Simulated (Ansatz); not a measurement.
# GaAs wire along [110], 16 atoms a period, H-terminated: bands by functional and under strain

Wanted: the relaxed geometry and the bands of the GaAs wire along [110], 16 atoms a period, H-terminated.

Program: Ansatz 0.2.0. Level of theory: DFT PBE, plane waves, PAW; relaxation of a wire's period; PAW set soft_1, in the first sound run; inputs show where later runs differ. Results are calculated unless marked as measured.

### 1. Set-up

The cell holds 28 atoms: 8 As, 12 H and 8 Ga. Cell: a = 18.670 Å, b = 17.512 Å, c = 4.066 Å, α = 90.0°, β = 90.0°, γ = 90.0°. Vacuum lies along a and b. The structure's axis is c.

### 2. Relaxation of atoms and period

Band widths follow the bond lengths, so the wire is relaxed first. The atoms and the third cell vector are free; the box across stays fixed as vacuum. A Fermi-Dirac smearing is set since the result may be a metal. The pressure printed is a third of the stress's trace over the whole box, vacuum included; only the stress along the axis is relaxed.

Contents of input.yaml:

```yaml
crystal:
  lattice:
    - [18.67, 0.0, 0.0]
    - [0.0, 17.512, 0.0]
    - [0.0, 0.0, 4.0658639918]
  atoms:
    - { symbol: As, position: [0.384032829, 0.383907983, 0.0] }
    - { symbol: H, position: [0.412168157, 0.194152581, 0.0] }
    - { symbol: Ga, position: [0.461028008, 0.267820043, 0.0] }
    - { symbol: Ga, position: [0.461028008, 0.499995922, 0.0] }
    - { symbol: As, position: [0.692013547, 0.383907983, 0.0] }
    - { symbol: H, position: [0.739945679, 0.31163927, 0.0] }
    - { symbol: Ga, position: [0.769008726, 0.499995922, 0.0] }
    - { symbol: H, position: [0.182110337, 0.499995922, 0.188732898] }
    - { symbol: H, position: [0.817868578, 0.499995922, 0.317291626] }
    - { symbol: As, position: [0.23004247, 0.499995922, 0.5] }
    - { symbol: H, position: [0.258177798, 0.310240521, 0.5] }
    - { symbol: H, position: [0.258177798, 0.689751324, 0.5] }
    - { symbol: Ga, position: [0.30703765, 0.383907983, 0.5] }
    - { symbol: Ga, position: [0.30703765, 0.616083862, 0.5] }
    - { symbol: As, position: [0.538023188, 0.267820043, 0.5] }
    - { symbol: As, position: [0.538023188, 0.732171801, 0.5] }
    - { symbol: As, position: [0.538023188, 0.499995922, 0.5] }
    - { symbol: H, position: [0.585955321, 0.19555133, 0.5] }
    - { symbol: H, position: [0.585955321, 0.804440514, 0.5] }
    - { symbol: Ga, position: [0.615018367, 0.383907983, 0.5] }
    - { symbol: Ga, position: [0.615018367, 0.616083862, 0.5] }
    - { symbol: H, position: [0.817868578, 0.499995922, 0.682708374] }
    - { symbol: H, position: [0.182110337, 0.499995922, 0.811267102] }
    - { symbol: As, position: [0.384032829, 0.616083862, 0.0] }
    - { symbol: H, position: [0.412168157, 0.805839263, 0.0] }
    - { symbol: Ga, position: [0.461028008, 0.732171801, 0.0] }
    - { symbol: As, position: [0.692013547, 0.616083862, 0.0] }
    - { symbol: H, position: [0.739945679, 0.688352575, 0.0] }
kpoints:
  mp_grid: { grid: [1, 1, 20] }
scf:
  occupations: { method: fermi_dirac, width: 0.05 }
hamiltonian:
  xc: pbe
  pseudopotentials: { kind: paw, azcp: { folder: soft_1 } }
relax:
  cell: { fix: [a, b, alpha, beta, gamma] }
  max_steps: 45
  f_tol: 0.03
```

Command:

```sh
$ ansatz run input.yaml --threads 4 --pin off --max-ram 16384MiB --backend cpu --events-out ev --progress --plain --runs-dir out
```

Numbers of over 12 decimals in the logs are rounded to 6 here.

The program printed:

```text
Engine: ansatz 0.2.0, aarch64-unknown-linux-gnu
Pseudopotentials: kind: paw
Pseudopotential: As, paw, valence charge 15, recommended cutoff 420 eV (normal), soft_1/As.paw.azcp
Pseudopotential: H, paw, valence charge 1, recommended cutoff 420 eV (normal), soft_1/H.paw.azcp
Pseudopotential: Ga, paw, valence charge 13, recommended cutoff 420 eV (normal), soft_1/Ga.paw.azcp
Functional definition: PBE
  parameter kappa = 0.804
  parameter beta = 0.066725
  exchange = pbe_x(kappa = kappa, mu = beta*pi^2/3)
  correlation = pbe_c(beta = beta)
Crystal: 28 atoms, lattice volume = 1329.330 Å³
Basis set: ecut = 420 eV, 25929 PW (Γ), exchange–correlation on 250×240×60 points (8 copies of the dense FFT grid, shifted against one another)
Bands: 146, of which v1, the nominal top of the filled ones, is band 118 counted from 1 (117 counted from 0)
Symmetry: 4 space group operations
Space group: Pmm2 (ITA 25), of the structure as read, at distance tolerance 1.1e-4 Å
k-points: 11 of 20
Non-local potential: As, projectors of the file, l = 0: 2, l = 1: 2, l = 2: 3, l = 3: 1
Non-local potential: H, projectors of the file, l = 0: 2, l = 1: 1
Non-local potential: Ga, projectors of the file, l = 0: 2, l = 1: 2, l = 2: 3, l = 3: 1
PAW form: soft (Blöchl's): semilocal exchange-correlation on the pseudo side does not see the compensation charge
PAW one-centre angular grid: As, 590 points (default); XC on 64 Gauss nodes
PAW one-centre angular grid: H, 110 points (default); XC on 64 Gauss nodes
PAW one-centre angular grid: Ga, 590 points (default); XC on 64 Gauss nodes
Initial density: superposition of atomic densities (neutral atoms: chi_scale 0, normalization atom)
Initial wavefunctions: pseudopotential atomic-orbital guess
Functional: x = pbe(κ = 0.804, μ = 0.219515), c = pbe(β = 0.066725)
SCF iter   1: F=—  HF=-69308.270213 eV  |F-HF|=—  |Δ(HF+E_count)|=         —  Δρ=3.24e-2  dr2=1.41e1  ethr=3.10e-3  ⟨swp⟩=6.5  Hψ=6521  notcnv=0  defer=45
preconditioner: auto → Resta (q_TF=auto, 2.045 Å⁻¹)  ε∞=1.9  [insulator: Δε(μ)=1.677 eV  Ē_g=13.711 eV  σ=0.050 eV  W_gap=1.00  n_scr=196 (ndim 8)  ℏωp=12.7 eV  f_vac=0.590  D(μ)=0.00/eV (n_scr^D=0)  ε∞_Penn≈1.9  vacuum switching on, ρ_ref=1.4e-2 e/Å³]
SCF iter   2: F=—  HF=-69304.761423 eV  |F-HF|=—  |Δ(HF+E_count)|=    3.51e0  Δρ=1.46e-2  dr2=2.69e0  ethr=3.10e-3  ⟨swp⟩=3.0  Hψ=2341  notcnv=0  defer=221
SCF iter   3: F=—  HF=-69304.327047 eV  |F-HF|=—  |Δ(HF+E_count)|=   4.34e-1  Δρ=4.37e-3  dr2=7.77e-1  ethr=1.14e-3  ⟨swp⟩=3.4  Hψ=2615  notcnv=0  defer=201
SCF iter   4: F=—  HF=-69304.177276 eV  |F-HF|=—  |Δ(HF+E_count)|=   1.50e-1  Δρ=1.54e-3  dr2=8.04e-2  ethr=3.29e-4  ⟨swp⟩=4.0  Hψ=2603  notcnv=0  defer=196
SCF iter   5: F=—  HF=-69304.171434 eV  |F-HF|=—  |Δ(HF+E_count)|=   5.84e-3  Δρ=7.25e-4  dr2=9.64e-3  ethr=3.41e-5  ⟨swp⟩=3.3  Hψ=2094  notcnv=0  defer=195
SCF iter   6: F=—  HF=-69304.172333 eV  |F-HF|=—  |Δ(HF+E_count)|=   8.98e-4  Δρ=3.05e-4  dr2=3.92e-3  ethr=4.09e-6  ⟨swp⟩=2.0  Hψ=2266  notcnv=0  defer=195
SCF iter   7: F=—  HF=-69304.172671 eV  |F-HF|=—  |Δ(HF+E_count)|=   3.39e-4  Δρ=1.76e-4  dr2=1.81e-3  ethr=1.66e-6  ⟨swp⟩=2.0  Hψ=1733  notcnv=0  defer=195
SCF iter   8: F=—  HF=-69304.172654 eV  |F-HF|=—  |Δ(HF+E_count)|=   1.78e-5  Δρ=8.56e-5  dr2=2.26e-4  ethr=7.68e-7  ⟨swp⟩=1.9  Hψ=1558  notcnv=0  defer=195
SCF iter   9: F=—  HF=-69304.172711 eV  |F-HF|=—  |Δ(HF+E_count)|=   5.76e-5  Δρ=3.12e-5  dr2=1.25e-5  ethr=9.59e-8  ⟨swp⟩=2.0  Hψ=1668  notcnv=0  defer=195
SCF iter  10: F=—  HF=-69304.172603 eV  |F-HF|=—  |Δ(HF+E_count)|=   1.08e-4  Δρ=1.23e-5  dr2=2.66e-6  ethr=5.31e-9  ⟨swp⟩=2.0  Hψ=2429  notcnv=0  defer=195
SCF iter  11: F=—  HF=-69304.172606 eV  |F-HF|=—  |Δ(HF+E_count)|=   2.90e-6  Δρ=4.01e-6  dr2=2.21e-7  ethr=1.13e-9  ⟨swp⟩=2.0  Hψ=2268  notcnv=0  defer=195
SCF iter  12: F=-69304.172607 eV  HF=-69304.172607 eV  |F-HF|=1.91e-8  |Δ(HF+E_count)|=   3.12e-7  Δρ=1.30e-6  dr2=2.60e-8  ethr=4.24e-11  ⟨swp⟩=4.0  Hψ=5087  notcnv=0
SCF 1 converged in 12 iterations: F = -69304.172607 eV  dr2 = 2.60e-8
  greatest PAW one-centre occupation: 0.999 electrons in one spin orbital (limit 2), on the As atom at site 9 (counted from 0), in its partial waves of l = 2
relax step   1: F+E_penalty+E_count = -69304.17260660 eV  Δ(F+E_penalty+E_count) = +0.000e0 eV  max|allowed force component| = 1.375e0 eV/Å  Δτ_max = 0.0000 Å  P = -0.091 GPa  Ω = 1329.330 Å³  fix = [a, b, alpha, beta, gamma]  reactions: a -0.301, b -0.386 GPa  (12 SCF iters, dr2 threshold 1.00e-7 eV, accepted)
Crystal: 28 atoms, lattice volume = 1346.531 Å³
Basis set: ecut = 420 eV, 26229 PW (Γ), exchange–correlation on 250×240×60 points (8 copies of the dense FFT grid, shifted against one another)
Initial density: handed on by an earlier stage of this run
Initial wavefunctions: those handed on with the density
iter 1 solved again at ethr=2.81e-4 eV; its pass at ethr=3.10e-3 eV (dr2=6.64e-1 eV) is discarded
SCF iter   1: F=—  HF=-69305.022631 eV  |F-HF|=—  |Δ(HF+E_count)|=         —  Δρ=9.16e-3  dr2=6.73e-1  ethr=2.81e-4  ⟨swp⟩=4.0  Hψ=7825  notcnv=0
preconditioner: auto → Resta (q_TF=auto, 2.041 Å⁻¹)  ε∞=1.8  [insulator: Δε(μ)=0.820 eV  Ē_g=13.788 eV  σ=0.050 eV  W_gap=1.00  n_scr=200 (ndim 8)  ℏωp=12.6 eV  f_vac=0.629  D(μ)=0.00/eV (n_scr^D=0)  ε∞_Penn≈1.8  vacuum switching on, ρ_ref=1.4e-2 e/Å³]
SCF iter   2: F=—  HF=-69304.913693 eV  |F-HF|=—  |Δ(HF+E_count)|=   1.09e-1  Δρ=4.55e-3  dr2=1.45e-1  ethr=2.81e-4  ⟨swp⟩=4.5  Hψ=2859  notcnv=0  defer=19
SCF iter   3: F=—  HF=-69304.916604 eV  |F-HF|=—  |Δ(HF+E_count)|=   2.91e-3  Δρ=1.40e-3  dr2=9.45e-2  ethr=6.14e-5  ⟨swp⟩=3.0  Hψ=3301  notcnv=0  defer=210
SCF iter   4: F=—  HF=-69304.901102 eV  |F-HF|=—  |Δ(HF+E_count)|=   1.55e-2  Δρ=3.56e-4  dr2=2.16e-3  ethr=4.00e-5  ⟨swp⟩=2.9  Hψ=1775  notcnv=0  defer=210
SCF iter   5: F=—  HF=-69304.901066 eV  |F-HF|=—  |Δ(HF+E_count)|=   3.53e-5  Δρ=1.25e-4  dr2=3.41e-4  ethr=9.17e-7  ⟨swp⟩=2.0  Hψ=2652  notcnv=0  defer=210
SCF iter   6: F=—  HF=-69304.901052 eV  |F-HF|=—  |Δ(HF+E_count)|=   1.39e-5  Δρ=4.42e-5  dr2=4.37e-5  ethr=1.45e-7  ⟨swp⟩=2.0  Hψ=2242  notcnv=0  defer=210
SCF iter   7: F=—  HF=-69304.901053 eV  |F-HF|=—  |Δ(HF+E_count)|=   9.89e-7  Δρ=1.66e-5  dr2=4.45e-6  ethr=1.85e-8  ⟨swp⟩=2.0  Hψ=1703  notcnv=0  defer=210
SCF iter   8: F=-69304.901055 eV  HF=-69304.901055 eV  |F-HF|=8.88e-8  |Δ(HF+E_count)|=   1.38e-6  Δρ=5.54e-6  dr2=4.03e-7  ethr=1.19e-9  ⟨swp⟩=4.1  Hψ=5071  notcnv=0
SCF 2 converged in 8 iterations: F = -69304.901055 eV  dr2 = 4.03e-7
[...]
relax step   7: F+E_penalty+E_count = -69304.97726044 eV  Δ(F+E_penalty+E_count) = -8.942e-4 eV  max|allowed force component| = 1.748e-2 eV/Å  Δτ_max = 0.0183 Å  P = -0.003 GPa  Ω = 1356.138 Å³  energy of the carried Pulay correction = -3.751e-3 eV  fix = [a, b, alpha, beta, gamma]  reactions: a -0.006, b -0.004 GPa  (6 SCF iters, dr2 threshold 1.38e-7 eV, accepted)
Initial wavefunctions: pseudopotential atomic-orbital guess (no wavefunctions were taken with the density)
iter 1 solved again at ethr=3.97e-7 eV; its pass at ethr=3.10e-3 eV (dr2=9.36e-4 eV) is discarded
SCF iter   1: F=—  HF=-69304.959556 eV  |F-HF|=—  |Δ(HF+E_count)|=         —  Δρ=1.60e-4  dr2=9.02e-6  ethr=3.97e-7  ⟨swp⟩=3.7  Hψ=11017  notcnv=0
preconditioner: auto → Resta (q_TF=auto, 2.039 Å⁻¹)  ε∞=1.8  [insulator: Δε(μ)=1.304 eV  Ē_g=13.825 eV  σ=0.050 eV  W_gap=1.00  n_scr=200 (ndim 8)  ℏωp=12.6 eV  f_vac=0.630  D(μ)=0.00/eV (n_scr^D=0)  ε∞_Penn≈1.8  vacuum switching on, ρ_ref=1.4e-2 e/Å³]
SCF iter   2: F=—  HF=-69304.974017 eV  |F-HF|=—  |Δ(HF+E_count)|=   1.45e-2  Δρ=8.05e-5  dr2=2.93e-6  ethr=3.82e-9  ⟨swp⟩=3.0  Hψ=2804  notcnv=0
SCF iter   3: F=—  HF=-69304.980924 eV  |F-HF|=—  |Δ(HF+E_count)|=   6.91e-3  Δρ=1.35e-5  dr2=1.32e-6  ethr=1.24e-9  ⟨swp⟩=3.1  Hψ=2912  notcnv=0
SCF iter   4: F=—  HF=-69304.981269 eV  |F-HF|=—  |Δ(HF+E_count)|=   3.45e-4  Δρ=2.11e-6  dr2=6.01e-8  ethr=5.58e-10  ⟨swp⟩=2.0  Hψ=2436  notcnv=0
SCF iter   5: F=—  HF=-69304.981281 eV  |F-HF|=—  |Δ(HF+E_count)|=   1.21e-5  Δρ=7.12e-7  dr2=1.25e-8  ethr=2.55e-11  ⟨swp⟩=2.1  Hψ=2110  notcnv=0
SCF iter   6: F=—  HF=-69304.981282 eV  |F-HF|=—  |Δ(HF+E_count)|=   7.98e-7  Δρ=3.15e-7  dr2=2.91e-9  ethr=5.32e-12  ⟨swp⟩=2.0  Hψ=2371  notcnv=0
SCF iter   7: F=—  HF=-69304.981283 eV  |F-HF|=—  |Δ(HF+E_count)|=   3.86e-7  Δρ=1.05e-7  dr2=3.80e-10  ethr=1.23e-12  ⟨swp⟩=2.1  Hψ=2379  notcnv=0
SCF iter   8: F=-69304.981283 eV  HF=-69304.981283 eV  |F-HF|=1.27e-8  |Δ(HF+E_count)|=   5.31e-8  Δρ=4.86e-8  dr2=4.13e-11  ethr=1.00e-12  ⟨swp⟩=4.0  Hψ=5123  notcnv=0
SCF 8 converged in 8 iterations: F = -69304.981283 eV  dr2 = 4.13e-11
relax step   8: F+E_penalty+E_count = -69304.98128264 eV  Δ(F+E_penalty+E_count) = -4.022e-3 eV  max|allowed force component| = 1.747e-2 eV/Å  Δτ_max = 0.0000 Å  P = -0.001 GPa  Ω = 1356.138 Å³  fix = [a, b, alpha, beta, gamma]  reactions: a -0.006, b -0.003 GPa  stress off target by 6.31e-3 GPa on what of the cell is left free  SCF on the basis re-selected at this cell (its energy is not comparable with the rows above)  (8 SCF iters)
basis re-selected at this cell: Δ(F+E_penalty+E_count) = -4.022e-3 eV, ΔP = +0.002 GPa vs the last step (what re-selecting the basis moved, of the pressure what is left beyond the Pulay correction that the steps carried, after the strain that the cell walked since its last selection, with what the two solves' SCF thresholds leave and, on support functions, any second-order correction that the steps lacked; it is no m [...]
SCF converged after 8 iterations
Free energy (F): -69304.981283 eV
Harris-Foulkes:  -69304.981283 eV  (|F-HF|=1.27e-8)
Internal energy: -69304.981282 eV  (E = F + TS)
E sigma→0 (E₀):  -69304.981282 eV
Entropy (-TS):   -0.000000 eV (-0.000 meV/atom)
Fermi energy:    -0.431231 eV
--- Per-component energies (eV) ---
  E_band       = -4647.196558
  E_kinetic    = 1823.023116
  E_local      = -140976.483193  (includes V_loc(G=0)·N_el)
  E_nonlocal   = -3882.455654
  E_hartree    = 71857.809515
  E_xc         = -1168.883712
  E_vxc        = -1164.781786  (∫ρ·V_xc dr)
  E_paw        = -32045.798742  (= ΣΔE_a)
  E_vpaw       = -4162.105048  (= ΣTr[D̂ρ^β])
  E_aug_tail   = -0.013022  (compensation charges beyond the density's cutoff)
  E_ewald      = 35087.820412
  E_smearing   = -0.000000  (= −TS)
  E_closure    = 0.000000  (closes the sum)
  Σ components = -69304.981283   (vs F -69304.981283, Δ=0.00e0)
--- Forces (eV/Å), atoms counted from 1 ---
  atom   1  As    -0.00121799    -0.00303494     0.00000000
  atom   2  H     -0.00052386     0.00292454     0.00000000
  atom   3  Ga     0.00308331    -0.00202139     0.00000000
  atom   4  Ga    -0.00041889     0.00000000     0.00000000
  atom   5  As    -0.00292487    -0.00342210     0.00000000
  atom   6  H     -0.00037492     0.00936230     0.00000000
  atom   7  Ga     0.00006337    -0.00000000     0.00000000
  atom   8  H      0.00485669    -0.00000000    -0.00321864
  atom   9  H      0.00089590    -0.00000000     0.00132892
  atom  10  As    -0.00901553     0.00000000     0.00000000
  atom  11  H      0.00257932    -0.00012800     0.00000000
  atom  12  H      0.00257932     0.00012800     0.00000000
  atom  13  Ga    -0.00456860     0.00106741     0.00000000
  atom  14  Ga    -0.00456860    -0.00106741     0.00000000
  atom  15  As    -0.00318831    -0.00300454     0.00000000
  atom  16  As    -0.00318831     0.00300454     0.00000000
  atom  17  As     0.01746711    -0.00000000     0.00000000
  atom  18  H      0.00107410     0.00087256     0.00000000
  atom  19  H      0.00107410    -0.00087256     0.00000000
  atom  20  Ga    -0.00373892     0.00397099     0.00000000
  atom  21  Ga    -0.00373892    -0.00397099     0.00000000
  atom  22  H      0.00089590    -0.00000000    -0.00132892
  atom  23  H      0.00485669    -0.00000000     0.00321864
  atom  24  As    -0.00121799     0.00303494     0.00000000
  atom  25  H     -0.00052386    -0.00292454     0.00000000
  atom  26  Ga     0.00308331     0.00202139     0.00000000
  atom  27  As    -0.00292487     0.00342210     0.00000000
  atom  28  H     -0.00037492    -0.00936230     0.00000000
  max |Σ_I F_I| component: 2.35e-7 eV/Å
--- Stress (GPa, compression-positive) ---
       -0.005626       0.000000       0.000000
        0.000000      -0.002973       0.000000
        0.000000       0.000000       0.006313
  P = ⅓ Tr σ = -0.0008 GPa (-0.008 kbar)
--- Relaxed structure (7 steps of the walk, 7 accepted, 1 SCFs on fresh bases) ---
  F+E_penalty+E_count = -69304.98128264 eV   max|allowed force component| = 1.747e-2 eV/Å   (the final SCF, on the basis selected at the relaxed cell)
  cell:  # Å, volume = 1356.1380 Å³
    - [18.67, 0.0, 0.0]
    - [0.0, 17.512, 0.0]
    - [0.0, 0.0, 4.147857]
  atoms:
    - { symbol: As, position: [0.384635, 0.382397, 0.0] }
    - { symbol: H, position: [0.413270, 0.188570, 0.0] }
    - { symbol: Ga, position: [0.458112, 0.264086, 0.0] }
    - { symbol: Ga, position: [0.459277, 0.500000, 0.0] }
    - { symbol: As, position: [0.688867, 0.394486, 0.0] }
    - { symbol: H, position: [0.729164, 0.318627, 0.0] }
    - { symbol: Ga, position: [0.782109, 0.500000, 0.0] }
    - { symbol: H, position: [0.190696, 0.500000, 0.229604] }
    - { symbol: H, position: [0.821981, 0.500000, 0.325288] }
    - { symbol: As, position: [0.245660, 0.500000, 0.5] }
    - { symbol: H, position: [0.255579, 0.305380, 0.5] }
    - { symbol: H, position: [0.255579, 0.694620, 0.5] }
    - { symbol: Ga, position: [0.310005, 0.373283, 0.5] }
    - { symbol: Ga, position: [0.310005, 0.626717, 0.5] }
    - { symbol: As, position: [0.532899, 0.275132, 0.5] }
    - { symbol: As, position: [0.532899, 0.724868, 0.5] }
    - { symbol: As, position: [0.535128, 0.500000, 0.5] }
    - { symbol: H, position: [0.581769, 0.205336, 0.5] }
    - { symbol: H, position: [0.581769, 0.794664, 0.5] }
    - { symbol: Ga, position: [0.614365, 0.386228, 0.5] }
    - { symbol: Ga, position: [0.614365, 0.613772, 0.5] }
    - { symbol: H, position: [0.821981, 0.500000, 0.674712] }
    - { symbol: H, position: [0.190696, 0.500000, 0.770396] }
    - { symbol: As, position: [0.384635, 0.617603, 0.0] }
    - { symbol: H, position: [0.413270, 0.811430, 0.0] }
    - { symbol: Ga, position: [0.458112, 0.735914, 0.0] }
    - { symbol: As, position: [0.688867, 0.605514, 0.0] }
    - { symbol: H, position: [0.729164, 0.681373, 0.0] }
```

Wall time 10 min (4 threads of Arm Neoverse V1, shared host); peak memory 4.2 GiB.

The steps of the relaxation:

```csv
step,energy less that of the first step (eV),largest force component (eV/Å),pressure (GPa),volume (Å³)
1,0.0000,1.3745,-0.09,1329.33
2,-0.7284,0.4920,-0.12,1346.53
3,-0.7889,0.1347,0.00,1355.17
4,-0.7987,0.0511,0.01,1357.46
5,-0.8029,0.0784,0.00,1357.05
6,-0.8038,0.0470,0.01,1355.86
7,-0.8047,0.0175,0.00,1356.14
8*,-0.8087,0.0175,0.00,1356.14
```

Relaxation steps marked * repeat the geometry before them on a plane-wave basis chosen anew for their cell, so energy and pressure can jump there.

Forces are held to the 4 operations that the run works with; a distortion that breaks them can't arise in this run.

```csv
cell as run,before,after,change
c (Å),4.066,4.148,+2.0 %
```

The atoms that moved most (Å, along periodic axes as changes of fractional coordinates times the final cell, across vacuum about the mean position):

| atom | dx | dy | dz | length |
| --- | --- | --- | --- | --- |
| As10 | 0.292 | 0.000 | 0.000 | 0.292 |
| Ga7 | 0.245 | 0.000 | 0.000 | 0.245 |
| H28 | -0.201 | -0.122 | 0.000 | 0.236 |
| H6 | -0.201 | 0.122 | 0.000 | 0.236 |
| H23 | 0.160 | 0.000 | -0.170 | 0.233 |
| H8 | 0.160 | 0.000 | 0.170 | 0.233 |
| As27 | -0.059 | -0.185 | 0.000 | 0.194 |
| As5 | -0.059 | 0.185 | 0.000 | 0.194 |

Numbers from this step:

```yaml
cell_length_along_the_wire: 4.148 Å
```

The cell's length comes to 4.148 Å with spin left out.

(Continued in part 2 of 3.)

[Logs are printed without paths, hosts, clocks, repeated set-up lines and the standing remarks that a program may print on its own settings, such as how far it seeks lower states.]

[Hosts, paths, dates, database ids (printed as entryN), source tags and the programs' standing remarks are cut or masked in the printed files.]
